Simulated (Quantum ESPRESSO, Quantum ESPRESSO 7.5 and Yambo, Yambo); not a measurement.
# SnO2 (Cassiterite): G0W0 with Yambo, start to end

Wanted: ground state, empty states, screening and self-energy for SnO2 (Cassiterite).

Main program and level: Quantum ESPRESSO 7.5 and Yambo 5.3.0; PBE and many-body steps on it, plane waves.

**What was measured.**

- Gap 3.6 eV: experimental gap quoted from earlier work; bulk crystal (quoted in “Study on the Photocatalytic Properties of Flower-Shaped SnO2”, 2022, pmc:9565917).

## 1. The starting structure

It takes space group P4_2/mnm (No. 136, tetragonal). The conventional cell has a = 4.738 Å, b = 4.738 Å, c = 3.187 Å, α = 90.00°, β = 90.00°, γ = 90.00°. Nearest to Sn lie 6 O at 2.05 to 2.06 Å. O has 3 Sn at 2.05 to 2.06 Å nearest. Farther neighbours and most contacts between anions are not listed.

The cell and positions come from the Crystallography Open Database and are kept as given unless a step says otherwise.

## 2. Ground state

This step: Quantum ESPRESSO 7.5; DFT, PBE with spin-orbit coupling, plane waves, norm-conserving pseudopotentials.

The ground-state density comes first.

Input file pw.in:

```
&control
  calculation = 'scf'
  prefix = 'x'
  outdir = 'o'
  pseudo_dir = 'pseudo'
/
&system
  ibrav = 0
  nat = 6
  ntyp = 2
  ecutwfc = 84.0
  nbnd = 82
  force_symmorphic = .true.
  noncolin = .true.
  lspinorb = .true.
/
&electrons
  conv_thr = 1e-10
  electron_maxstep = 80
  mixing_beta = 0.5
/
ATOMIC_SPECIES
  Sn 118.71 Sn.upf
  O 15.999 O.upf
CELL_PARAMETERS angstrom
  4.7380000000 0.0000000000 0.0000000000
  0.0000000000 4.7380000000 0.0000000000
  0.0000000000 0.0000000000 3.1865000000
ATOMIC_POSITIONS crystal
  Sn 0.0000000000 0.0000000000 0.0000000000
  Sn 0.5000000000 0.5000000000 0.5000000000
  O 0.3071000000 0.3071000000 0.0000000000
  O 0.1929000000 0.8071000000 0.5000000000
  O 0.6929000000 0.6929000000 0.0000000000
  O 0.8071000000 0.1929000000 0.5000000000
K_POINTS automatic
  4 4 6 0 0 0
```

Command:

```
$ OMP_NUM_THREADS=1 mpirun -n 8 pw.x -nk 8 -in pw.in > pw.out
```

The program printed:

```text
Program PWSCF v.7.5 starts

     This program is part of the open-source Quantum ESPRESSO suite
     for quantum simulation of materials; please cite
         "P. Giannozzi et al., J. Phys.:Condens. Matter 21 395502 (2009);
         "P. Giannozzi et al., J. Phys.:Condens. Matter 29 465901 (2017);
         "P. Giannozzi et al., J. Chem. Phys. 152 154105 (2020);
     in publications or presentations arising from this work. More details at
     Message from routine setup:
     using ibrav=0 with symmetry is DISCOURAGED, use correct ibrav instead

     G-vector sticks info

     bravais-lattice index     =            0
     lattice parameter (alat)  =       8.9535  a.u.
     unit-cell volume          =     482.7259 (a.u.)^3
     number of atoms/cell      =            6
     number of atomic types    =            2
     number of electrons       =        68.00
     number of Kohn-Sham states=           82
     kinetic-energy cutoff     =      84.0000  Ry
     charge density cutoff     =     336.0000  Ry
     scf convergence threshold =      1.0E-10
     mixing beta               =       0.5000
     number of iterations used =            8  plain     mixing
     Exchange-correlation= PBE
                           (   1   4   3   4   0   0   0)
     Non magnetic calculation with spin-orbit

     celldm(1)=   8.953522  celldm(2)=   0.000000  celldm(3)=   0.000000
     celldm(4)=   0.000000  celldm(5)=   0.000000  celldm(6)=   0.000000

     crystal axes: (cart. coord. in units of alat)
               a(1) = (   1.000000   0.000000   0.000000 )
               a(2) = (   0.000000   1.000000   0.000000 )
               a(3) = (   0.000000   0.000000   0.672541 )

     reciprocal axes: (cart. coord. in units 2 pi/alat)
               b(1) = (  1.000000  0.000000  0.000000 )
               b(2) = (  0.000000  1.000000  0.000000 )
               b(3) = (  0.000000  0.000000  1.486898 )
     Pseudo is Norm-conserving + core correction, Zval = 22.0
     Generated using ONCVPSP code by D. R. Hamann
     Using radial grid of 1668 points, 10 beta functions with:
     Pseudo is Norm-conserving + core correction, Zval =  6.0
     Generated using ONCVPSP code by D. R. Hamann
     Using radial grid of  936 points,  8 beta functions with:
     Sn               22.00   118.71000     Sn( 1.00)
     O                 6.00    15.99900     O ( 1.00)

      8 Sym. Ops., with inversion, found

   Cartesian axes

     site n.     atom                  positions (alat units)
         1        Sn     tau(   1) = (   0.0000000   0.0000000   0.0000000  )
         2        Sn     tau(   2) = (   0.5000000   0.5000000   0.3362706  )
         3        O      tau(   3) = (   0.3071000   0.3071000   0.0000000  )
         4        O      tau(   4) = (   0.1929000   0.8071000   0.3362706  )
         5        O      tau(   5) = (   0.6929000   0.6929000   0.0000000  )
         6        O      tau(   6) = (   0.8071000   0.1929000   0.3362706  )

     number of k points=    28
                       cart. coord. in units 2pi/alat
        k(    1) = (   0.0000000   0.0000000   0.0000000), wk =   0.0104167
        k(    2) = (   0.0000000   0.0000000   0.2478163), wk =   0.0208333
        k(    3) = (   0.0000000   0.0000000   0.4956326), wk =   0.0208333
        k(    4) = (   0.0000000   0.0000000  -0.7434489), wk =   0.0104167
        k(    5) = (   0.0000000   0.2500000   0.0000000), wk =   0.0416667
        k(    6) = (   0.0000000   0.2500000   0.2478163), wk =   0.0833333
        k(    7) = (   0.0000000   0.2500000   0.4956326), wk =   0.0833333
        k(    8) = (   0.0000000   0.2500000  -0.7434489), wk =   0.0416667
        k(    9) = (   0.0000000  -0.5000000   0.0000000), wk =   0.0208333
        k(   10) = (   0.0000000  -0.5000000   0.2478163), wk =   0.0416667
     [... 16 further rows ...]
        k(   27) = (  -0.2500000   0.2500000  -0.4956326), wk =   0.0416667
        k(   28) = (  -0.2500000   0.2500000   0.7434489), wk =   0.0208333

     Dense  grid:    50163 G-vectors     FFT dimensions: (  54,  54,  36)

     Initial potential from superposition of free atoms

     starting charge      67.9968, renormalised to      68.0000
     Starting wfcs are   84 randomized atomic wfcs

     per-process dynamical memory:   142.7 Mb

     Self-consistent Calculation

     iteration #  1     ecut=    84.00 Ry     beta= 0.50

     total energy              =   -1018.00886084 Ry
     estimated scf accuracy    <       1.58416573 Ry

     iteration #  2     ecut=    84.00 Ry     beta= 0.50

     total energy              =   -1018.47560952 Ry
     estimated scf accuracy    <       0.26158332 Ry

     iteration #  3     ecut=    84.00 Ry     beta= 0.50

     total energy              =   -1018.51685809 Ry
     estimated scf accuracy    <       0.01140747 Ry

     iteration #  4     ecut=    84.00 Ry     beta= 0.50

     total energy              =   -1018.51765287 Ry
     estimated scf accuracy    <       0.00142601 Ry

     iteration #  5     ecut=    84.00 Ry     beta= 0.50

     total energy              =   -1018.51797808 Ry
     estimated scf accuracy    <       0.00005103 Ry

     iteration #  6     ecut=    84.00 Ry     beta= 0.50

     total energy              =   -1018.51798900 Ry
     estimated scf accuracy    <       0.00000334 Ry

     iteration #  7     ecut=    84.00 Ry     beta= 0.50

     total energy              =   -1018.51798919 Ry
     estimated scf accuracy    <       0.00000038 Ry

     iteration #  8     ecut=    84.00 Ry     beta= 0.50

     total energy              =   -1018.51798933 Ry
     estimated scf accuracy    <       0.00000010 Ry

     iteration #  9     ecut=    84.00 Ry     beta= 0.50

     total energy              =   -1018.51798935 Ry
     estimated scf accuracy    <          1.9E-09 Ry

     iteration # 10     ecut=    84.00 Ry     beta= 0.50

     End of self-consistent calculation

          k = 0.0000 0.0000 0.0000 (  6273 PWs)   bands (ev):

  -116.5387-116.5387-116.5386-116.5386 -77.6083 -77.6083 -77.6079 -77.6079
   -70.0696 -70.0696 -70.0691 -70.0691 -70.0389 -70.0389 -70.0387 -70.0387
   -10.0375 -10.0375  -9.5226  -9.5226  -9.3991  -9.3991  -9.3351  -9.3351
    -8.6750  -8.6750  -8.6004  -8.6004  -8.4374  -8.4374  -8.3264  -8.3264
    -8.2508  -8.2508  -8.2442  -8.2442  -7.6163  -7.6163  -5.8115  -5.8115
    -5.7748  -5.7748  -4.0047  -4.0047   3.1642   3.1642   7.1417   7.1417
     7.2321   7.2321   7.2915   7.2915   8.1605   8.1605   9.2018   9.2018
     9.2956   9.2956   9.9969   9.9969  10.0137  10.0137  10.4732  10.4732
    10.4987  10.4987  11.2514  11.2514  12.5501  12.5501  17.4037  17.4037
    17.5229  17.5229  17.7262  17.7262  21.7652  21.7652  21.7980  21.7980
    23.2900  23.2900

          k = 0.0000 0.0000 0.2478 (  6277 PWs)   bands (ev):

  -116.5387-116.5387-116.5386-116.5386 -77.6085 -77.6085 -77.6082 -77.6082
   -70.0697 -70.0697 -70.0692 -70.0692 -70.0395 -70.0395 -70.0394 -70.0394
[...]
23.3555  23.3555

          k = 0.0000 0.0000 0.4956 (  6270 PWs)   bands (ev):

  -116.5386-116.5386-116.5385-116.5385 -77.6089 -77.6089 -77.6087 -77.6087
[...]
-4.6384  -4.6384  -4.6127  -4.6127   3.2721   3.2721   5.5928   5.5928
     7.0133   7.0133   7.4906   7.4906   7.5845   7.5845   8.2458   8.2458
     8.2530   8.2530   8.3133   8.3133   8.8583   8.8583  10.2648  10.2648
    10.2656  10.2656  10.4134  10.4134  16.0740  16.0740  18.2046  18.2046
    20.1304  20.1304  20.5472  20.5472  20.8286  20.8286  22.4495  22.4496
    22.6501  22.6505

          k = 0.0000 0.0000-0.7434 (  6274 PWs)   bands (ev):

     [... further k-points ...]

     highest occupied, lowest unoccupied level (ev):    11.2514   12.5501

!    total energy              =   -1018.51798935 Ry
     estimated scf accuracy    <          7.6E-11 Ry

     The total energy is the sum of the following terms:
     one-electron contribution =    -597.16585162 Ry
     hartree contribution      =     317.48849961 Ry
     xc contribution           =    -142.16114193 Ry
     ewald contribution        =    -596.67949541 Ry

     convergence has been achieved in  10 iterations

     XML data file, charge density, pseudopotentials, collected wavefunctions

=------------------------------------------------------------------------------=
   JOB DONE.
=------------------------------------------------------------------------------=
```

It took 75 s on 8 MPI ranks of Arm Neoverse V2, shared host; peak memory 1.9 GiB.

Numbers from this step:

```
total energy               : -13857.6432 eV
gap                        : 1.299 eV
k of the valence top       : 0, 0, 0
k of the conduction bottom : 0, 0, 0
least direct gap           : 1.299 eV
```

The gap is direct, at Γ.

## 3. Bands along the symmetry lines

The cheap functional maps the bands first; the places of the edges decide which points the dearer methods must see.

Input file pw.in:

```
&control
  calculation = 'bands'
  prefix = 'x'
  outdir = 'o'
  pseudo_dir = 'pseudo'
/
&system
  ibrav = 0
  nat = 6
  ntyp = 2
  ecutwfc = 84.0
  nbnd = 80
  force_symmorphic = .true.
  noncolin = .true.
  lspinorb = .true.
/
&electrons
  conv_thr = 1e-9
  electron_maxstep = 80
  diago_full_acc = .true.
  diago_thr_init = 5e-6
/
ATOMIC_SPECIES
  Sn 118.71 Sn.upf
  O 15.999 O.upf
CELL_PARAMETERS angstrom
  4.7380000000 0.0000000000 0.0000000000
  0.0000000000 4.7380000000 0.0000000000
  0.0000000000 0.0000000000 3.1865000000
ATOMIC_POSITIONS crystal
  Sn 0.0000000000 0.0000000000 0.0000000000
  Sn 0.5000000000 0.5000000000 0.5000000000
  O 0.3071000000 0.3071000000 0.0000000000
  O 0.1929000000 0.8071000000 0.5000000000
  O 0.6929000000 0.6929000000 0.0000000000
  O 0.8071000000 0.1929000000 0.5000000000
K_POINTS crystal
  75
  0.00000000 0.00000000 0.00000000 1
  0.00000000 0.06250000 0.00000000 1
  0.00000000 0.12500000 0.00000000 1
  0.00000000 0.18750000 0.00000000 1
  0.00000000 0.25000000 0.00000000 1
  0.00000000 0.31250000 0.00000000 1
  0.00000000 0.37500000 0.00000000 1
  0.00000000 0.43750000 0.00000000 1
  0.00000000 0.50000000 0.00000000 1
  0.06250000 0.50000000 0.00000000 1
  0.12500000 0.50000000 0.00000000 1
  0.18750000 0.50000000 0.00000000 1
  0.25000000 0.50000000 0.00000000 1
  0.31250000 0.50000000 0.00000000 1
  0.37500000 0.50000000 0.00000000 1
  0.43750000 0.50000000 0.00000000 1
  0.50000000 0.50000000 0.00000000 1
  0.43750000 0.43750000 0.00000000 1
  0.37500000 0.37500000 0.00000000 1
  0.31250000 0.31250000 0.00000000 1
  0.25000000 0.25000000 0.00000000 1
  0.18750000 0.18750000 0.00000000 1
  0.12500000 0.12500000 0.00000000 1
  0.06250000 0.06250000 0.00000000 1
  0.00000000 0.00000000 0.00000000 1
  0.00000000 0.00000000 0.06250000 1
  0.00000000 0.00000000 0.12500000 1
  0.00000000 0.00000000 0.18750000 1
  0.00000000 0.00000000 0.25000000 1
  0.00000000 0.00000000 0.31250000 1
  0.00000000 0.00000000 0.37500000 1
  0.00000000 0.00000000 0.43750000 1
  0.00000000 0.00000000 0.50000000 1
  0.00000000 0.06250000 0.50000000 1
  0.00000000 0.12500000 0.50000000 1
  0.00000000 0.18750000 0.50000000 1
  0.00000000 0.25000000 0.50000000 1
  0.00000000 0.31250000 0.50000000 1
  0.00000000 0.37500000 0.50000000 1
  0.00000000 0.43750000 0.50000000 1
  0.00000000 0.50000000 0.50000000 1
  0.06250000 0.50000000 0.50000000 1
  0.12500000 0.50000000 0.50000000 1
  0.18750000 0.50000000 0.50000000 1
  0.25000000 0.50000000 0.50000000 1
  0.31250000 0.50000000 0.50000000 1
  0.37500000 0.50000000 0.50000000 1
  0.43750000 0.50000000 0.50000000 1
  0.50000000 0.50000000 0.50000000 1
  0.43750000 0.43750000 0.50000000 1
  0.37500000 0.37500000 0.50000000 1
  0.31250000 0.31250000 0.50000000 1
  0.25000000 0.25000000 0.50000000 1
  0.18750000 0.18750000 0.50000000 1
  0.12500000 0.12500000 0.50000000 1
  0.06250000 0.06250000 0.50000000 1
  0.00000000 0.00000000 0.50000000 1
  0.00000000 0.50000000 0.00000000 1
  0.00000000 0.50000000 0.06250000 1
  0.00000000 0.50000000 0.12500000 1
  0.00000000 0.50000000 0.18750000 1
  0.00000000 0.50000000 0.25000000 1
  0.00000000 0.50000000 0.31250000 1
  0.00000000 0.50000000 0.37500000 1
  0.00000000 0.50000000 0.43750000 1
  0.00000000 0.50000000 0.50000000 1
  0.50000000 0.50000000 0.00000000 1
  0.50000000 0.50000000 0.06250000 1
  0.50000000 0.50000000 0.12500000 1
  0.50000000 0.50000000 0.18750000 1
  0.50000000 0.50000000 0.25000000 1
  0.50000000 0.50000000 0.31250000 1
  0.50000000 0.50000000 0.37500000 1
  0.50000000 0.50000000 0.43750000 1
  0.50000000 0.50000000 0.50000000 1
```

The program printed:

```text
[banner, memory and clock lines left out]
Program PWSCF v.7.5 starts

     Atomic positions and unit cell read from directory:
     o/x.save/

     Message from routine setup:
     using ibrav=0 with symmetry is DISCOURAGED, use correct ibrav instead

     G-vector sticks info

     bravais-lattice index     =            0
     lattice parameter (alat)  =       8.9535  a.u.
     unit-cell volume          =     482.7259 (a.u.)^3
     number of atoms/cell      =            6
     number of atomic types    =            2
     number of electrons       =        68.00
     number of Kohn-Sham states=           80
     kinetic-energy cutoff     =      84.0000  Ry
     charge density cutoff     =     336.0000  Ry
     Exchange-correlation= PBE
                           (   1   4   3   4   0   0   0)
     Non magnetic calculation with spin-orbit

     celldm(1)=   8.953522  celldm(2)=   0.000000  celldm(3)=   0.000000
     celldm(4)=   0.000000  celldm(5)=   0.000000  celldm(6)=   0.000000

     crystal axes: (cart. coord. in units of alat)
               a(1) = (   1.000000   0.000000   0.000000 )
               a(2) = (   0.000000   1.000000   0.000000 )
               a(3) = (   0.000000   0.000000   0.672541 )

     reciprocal axes: (cart. coord. in units 2 pi/alat)
               b(1) = (  1.000000  0.000000  0.000000 )
               b(2) = (  0.000000  1.000000  0.000000 )
               b(3) = (  0.000000  0.000000  1.486898 )
     Pseudo is Norm-conserving + core correction, Zval = 22.0
     Generated using ONCVPSP code by D. R. Hamann
     Using radial grid of 1668 points, 10 beta functions with:
     Pseudo is Norm-conserving + core correction, Zval =  6.0
     Generated using ONCVPSP code by D. R. Hamann
     Using radial grid of  936 points,  8 beta functions with:
     Sn               22.00   118.71000     Sn( 1.00)
     O                 6.00    15.99900     O ( 1.00)

      8 Sym. Ops., with inversion, found

   Cartesian axes

     site n.     atom                  positions (alat units)
         1        Sn     tau(   1) = (   0.0000000   0.0000000   0.0000000  )
         2        Sn     tau(   2) = (   0.5000000   0.5000000   0.3362706  )
         3        O      tau(   3) = (   0.3071000   0.3071000   0.0000000  )
         4        O      tau(   4) = (   0.1929000   0.8071000   0.3362706  )
         5        O      tau(   5) = (   0.6929000   0.6929000   0.0000000  )
         6        O      tau(   6) = (   0.8071000   0.1929000   0.3362706  )

     number of k points=    75
                       cart. coord. in units 2pi/alat
        k(    1) = (   0.0000000   0.0000000   0.0000000), wk =   0.0133333
        k(    2) = (   0.0000000   0.0625000   0.0000000), wk =   0.0133333
        k(    3) = (   0.0000000   0.1250000   0.0000000), wk =   0.0133333
[...]
[... 63 further rows ...]
        k(   74) = (   0.5000000   0.5000000   0.6505178), wk =   0.0133333
        k(   75) = (   0.5000000   0.5000000   0.7434489), wk =   0.0133333

     Dense  grid:    50163 G-vectors     FFT dimensions: (  54,  54,  36)

     The potential is recalculated from file :
     o/x.save/charge-density

     Starting wfcs are   84 randomized atomic wfcs

     Band Structure Calculation

     End of band structure calculation

          k = 0.0000 0.0000 0.0000 (  6273 PWs)   bands (ev):

  -116.5388-116.5388-116.5387-116.5387 -77.6083 -77.6083 -77.6080 -77.6080
   -70.0696 -70.0696 -70.0691 -70.0691 -70.0389 -70.0389 -70.0387 -70.0387
   -10.0375 -10.0375  -9.5226  -9.5225  -9.3991  -9.3991  -9.3351  -9.3351
    -8.6750  -8.6750  -8.6004  -8.6004  -8.4374  -8.4374  -8.3264  -8.3264
[...]
k = 0.0000 0.0625 0.0000 (  6272 PWs)   bands (ev):

  -116.5387-116.5387-116.5387-116.5387 -77.6083 -77.6083 -77.6080 -77.6080
[...]
k = 0.0000 0.1250 0.0000 (  6286 PWs)   bands (ev):

  -116.5388-116.5388-116.5387-116.5387 -77.6083 -77.6083 -77.6080 -77.6080
[...]
k = 0.5000 0.5000 0.6505 (  6284 PWs)   bands (ev):

  -116.5385-116.5385-116.5385-116.5385 -77.6090 -77.6090 -77.6090 -77.6090
[...]
k = 0.5000 0.5000 0.7434 (  6312 PWs)   bands (ev):

  -116.5386-116.5386-116.5386-116.5386 -77.6090 -77.6090 -77.6090 -77.6090
[...]
10.4265  10.4265  10.4265  10.4265  16.1867  16.1867  16.1868  16.1868
    20.1646  20.1646  20.1646  20.1646  22.2545  22.2545  22.2545  22.2545

     XML data file, pseudopotentials, collected wavefunctions
```

Wall time 48 s (8 MPI ranks); peak memory 1.3 GiB; 6.4 min of CPU time.

This step gave:

| Item | Value |
| --- | --- |
| gap | 1.299 eV |
| k of the valence top | 0, 0, 0 |
| k of the conduction bottom | 0, 0, 0 |
| least direct gap | 1.299 eV |

The gap is 1.299 eV, as in the run before at this level.

Electronic bands along the path, in eV, zero at the top of the highest filled band:

```tsv
point	band 65	band 66	band 67	band 68	band 69	band 70	band 71	band 72
Γ	-0.75	-0.75	0.00	0.00	1.30	1.30	6.15	6.15
halfway	-0.73	-0.73	-0.28	-0.28	2.58	2.58	5.69	5.69
X	-0.63	-0.63	-0.63	-0.63	4.44	4.44	4.44	4.44
halfway	-0.77	-0.77	-0.77	-0.77	4.64	4.64	4.64	4.64
M	-0.90	-0.90	-0.90	-0.90	4.84	4.84	4.84	4.84
halfway	-0.82	-0.82	-0.48	-0.48	3.35	3.35	5.42	5.42
Γ	-0.75	-0.75	0.00	0.00	1.30	1.30	6.15	6.15
halfway	-0.83	-0.83	-0.49	-0.49	3.85	3.85	6.94	6.94
Z	-1.25	-1.25	-1.25	-1.25	6.22	6.22	6.22	6.22
halfway	-1.12	-1.12	-1.12	-1.12	6.32	6.32	6.34	6.34
R	-0.72	-0.72	-0.71	-0.71	6.49	6.49	6.50	6.50
halfway	-0.97	-0.97	-0.96	-0.96	5.51	5.51	5.56	5.56
A	-0.82	-0.82	-0.82	-0.82	4.94	4.94	4.94	4.94
halfway	-1.03	-1.03	-1.00	-1.00	5.70	5.70	6.24	6.24
Z	-1.25	-1.25	-1.25	-1.25	6.22	6.22	6.22	6.22
jump to X	-0.63	-0.63	-0.63	-0.63	4.44	4.44	4.44	4.44
halfway	-0.83	-0.83	-0.82	-0.82	5.58	5.58	5.59	5.59
R	-0.72	-0.72	-0.71	-0.71	6.49	6.49	6.50	6.50
jump to M	-0.90	-0.90	-0.90	-0.90	4.84	4.84	4.84	4.84
halfway	-0.86	-0.86	-0.86	-0.86	5.17	5.17	5.17	5.17
A	-0.82	-0.82	-0.82	-0.82	4.94	4.94	4.94	4.94
```

(Part 1 of 3 ends here.)

[Paths, hosts, dates, memory and timing lines, banners, echoed tables and standing remarks are left out of the program output.]

[Logs are printed without paths, hosts, clocks, repeated set-up lines and the standing remarks that a program may print on its own settings, such as how far it seeks lower states.]

[Runs of the session that timed out or met a known fault of the program may be left out.]

[Hosts, paths, dates, database ids (printed as entryN), source tags and the programs' standing remarks are cut or masked in the printed files.]
